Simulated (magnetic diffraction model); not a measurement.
## ErLu4Sc3 below its ordering temperature

Space group Pnma (no. 62), a = 7.8580 Å, b = 8.9140 Å, c = 11.3630 Å.

```csv
site,atom,x,y,z
8d,Lu,0.3206,0.5710,0.5621
4c,Lu,0.8568,1/4,0.2174
4c,Lu,0.5269,1/4,0.9913
4c,Er,0.6919,1/4,0.7112
8d,Sc,0.4362,0.4969,0.8226
4c,Sc,0.8996,1/4,0.9582
```

The compound is invented for this exercise: a known structure type with other elements, its cell scaled to their sizes and not relaxed.

Only Er is taken to order (form factors of Er3+); orders and moment sizes are assumed, and not adapted to the symmetry. Radiation: neutrons of λ = 2.0775 Å, 3° to 40°; isotropic B of 0.42 Å² (Lu), 0.46 Å² (Er) and 0.67 Å² (Sc). The intensities are simulated: I ∝ L Σ (|F_N|² + |F_M⊥|²) for unpolarised neutrons, with F_M = 2.695 fm/μB × Σ f(s) S exp(2πi Q·r) exp(−B s²) at Q = H ± k (one set where k and −k are equivalent), only the part normal to Q counting and L = 1/(sin²θ cos θ). For a modulated order the moment at position r is S exp(−2πi k·r) + c.c., with S = m/2 for a sine wave of amplitude m and S = m(u + iv)/2 for moments turning in a plane, u and v being orthogonal unit vectors in it; the phase factor of the sum at Q = H + k is then exp(2πi H·r). Form factors are spin-only for 3d ions and dipole or tabulated for f ions, scattering lengths are Sears's of 1992, and absorption is left out. A label names one of the reflections at its angle. The strongest nuclear line in the range is 100, and lines under 0.2 are left out.

Above the ordering temperature:

```tsv
2θ (°)	index	I
17.04	(0 1 1)	4.8
22.90	(1 1 1)	6.2
29.42	(1 1 2)	1.6
30.66	(2 0 0)	20.0
32.49	(2 0 1)	35.9
32.89	(1 2 1)	61.8
33.59	(2 1 0)	12.1
34.46	(0 2 2)	43.1
34.67	(0 1 3)	4.4
35.28	(2 1 1)	0.4
35.45	(1 0 3)	100.0
38.05	(1 1 3)	15.1
39.99	(2 1 2)	1.9
```

Below it (cell unchanged):

```tsv
2θ (°)	I
12.65	84.3
16.46	10.8
17.04	4.8
17.22	6.1
17.74	42.3
18.45	8.4
20.66	7.4
21.22	7.5
21.27	74.2
22.29	6.3
22.90	6.2
24.65	21.1
24.69	61.0
27.68	18.5
28.15	4.4
29.42	1.6
29.88	16.8
30.02	0.8
30.66	20.0
30.86	4.0
31.75	4.0
32.46	15.6
32.49	35.9
32.89	61.8
33.00	1.5
33.59	12.1
34.20	3.7
34.38	1.0
34.46	43.1
34.56	5.3
34.67	4.4
34.77	10.6
34.99	0.6
35.28	0.4
35.34	2.3
35.45	100.0
```
(The table stops after 36 lines; 10 more lie at higher angle.)

**Question.** Find the propagation vector, then choose among these models:
A. a sine wave with moments along [001] (amplitudes given), 5.4 μB on Er; signs + at (0.6919, 1/4, 0.7112), − at (0.3081, 3/4, 0.2888), + at (0.8081, 3/4, 0.2112), − at (0.1919, 1/4, 0.7888)
B. a sine wave with moments along [010] (amplitudes given), 5.4 μB on Er; signs + at (0.6919, 1/4, 0.7112), − at (0.3081, 3/4, 0.2888), + at (0.8081, 3/4, 0.2112), − at (0.1919, 1/4, 0.7888)
C. moments turning in the plane of [100] and [010], 5.4 μB on Er; signs + at (0.6919, 1/4, 0.7112), − at (0.3081, 3/4, 0.2888), + at (0.8081, 3/4, 0.2112), − at (0.1919, 1/4, 0.7888)
D. moments turning in the plane of [010] and [001], 5.4 μB on Er; signs + at (0.6919, 1/4, 0.7112), − at (0.3081, 3/4, 0.2888), + at (0.8081, 3/4, 0.2112), − at (0.1919, 1/4, 0.7888)

The new lines index as (5/6 0 0) at 12.65°, (5/6 0 1) at 16.46°, (1/6 1 1) at 17.22° and (7/6 0 0) at 17.74°, that is as H ± k with k = (1/6 0 0). Satellites come in pairs about each point of the reciprocal lattice.

Magnetic intensity, observed (below minus above) and for each model:

| 2θ (°) | index | observed | A | B | C | D |
| --- | --- | --- | --- | --- | --- | --- |
| 12.65 | (5/6 0 0) | 84.3 | 42.1 | 42.1 | 42.1 | 84.3 |
| 17.74 | (7/6 0 0) | 42.3 | 21.1 | 21.1 | 21.1 | 42.3 |
| 21.27 | (5/6 1 1) | 74.2 | 41.3 | 32.9 | 68.2 | 74.2 |
| 24.65 | (5/6 0 2) | 21.1 | 4.5 | 16.7 | 28.9 | 21.1 |
| 24.69 | (7/6 1 1) | 61.0 | 32.8 | 28.2 | 47.5 | 61.0 |
| 27.68 | (7/6 0 2) | 18.5 | 5.4 | 13.1 | 20.7 | 18.5 |
| 34.77 | (1/6 1 3) | 10.6 | 1.6 | 8.9 | 19.4 | 10.6 |
| 37.05 | (5/6 1 3) | 11.1 | 2.5 | 8.6 | 17.3 | 11.1 |

Model D matches.

The structure used: k = (1/6 0 0), moments turning in the plane of [010] and [001], 5.4 μB on Er; signs + at (0.6919, 1/4, 0.7112), − at (0.3081, 3/4, 0.2888), + at (0.8081, 3/4, 0.2112), − at (0.1919, 1/4, 0.7888).

[Logs are printed without paths, hosts, clocks, repeated set-up lines and the standing remarks that a program may print on its own settings, such as how far it seeks lower states.]
